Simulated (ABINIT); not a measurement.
Planning a run of ABINIT 10.8.3 on Sr2FeH6 (Fm-3m). The input:

```
acell 3*1.0 Angstrom
rprim 
  -0.000000000000 3.707652250000 3.707652250000
  3.707652250000 -0.000000000000 3.707652250000
  3.707652250000 3.707652250000 -0.000000000000
ntypat 3
znucl 38 26 1
natom 9
typat 1 1 2 3 3 3 3 3 3
xred 
  0.750000000000 0.750000000000 0.750000000000
  0.250000000000 0.250000000000 0.250000000000
  0.000000000000 0.000000000000 0.000000000000
  0.782457990000 0.782457990000 0.217542010000
  0.217542010000 0.782457990000 0.217542010000
  0.782457990000 0.217542010000 0.217542010000
  0.217542010000 0.217542010000 0.782457990000
  0.782457990000 0.217542010000 0.782457990000
  0.217542010000 0.782457990000 0.782457990000
pp_dirpath "pseudos"
pseudos "Sr.upf, Fe.upf, H.upf"
ecut 39
ngkpt 4 4 4
nshiftk 1
shiftk 0 0 0
kptopt 1
chksymbreak 0
istwfk *1
occopt 1
irdwfk 1
optdriver 3
nband 88
ecuteps 4.2
inclvkb 2
awtr 1
symchi 1
indata_prefix "in"
outdata_prefix "out"
tmpdata_prefix "tmp"
```

```sh
OMP_NUM_THREADS=1 mpirun -n 4 abinit run.abi > log
```

Estimate wall time and host memory on 4 MPI ranks of Arm Neoverse V1, shared host.

It took 90 s; on shared hardware allow 45 s to 3 min. Peak host memory was 2.1 GiB.

[Paths, hosts, dates, memory and timing lines, banners, echoed tables and standing remarks are left out of the program output.]

[Logs are printed without paths, hosts, clocks, repeated set-up lines and the standing remarks that a program may print on its own settings, such as how far it seeks lower states.]

[Runs of the session that timed out or met a known fault of the program may be left out.]

[Hosts, paths, dates, database ids (printed as entryN), source tags and the programs' standing remarks are cut or masked in the printed files.]

[G0W0 gaps are taken among the corrected bands and points alone; a level outside them can change the order at an edge.]

[Where Ansatz stands beside ABINIT at settings called matched, ABINIT's density can come from a denser mesh and the files from another edition; pairs whose starting gaps differed by over 0.03 eV were left out, so agreement reads better than it is.]
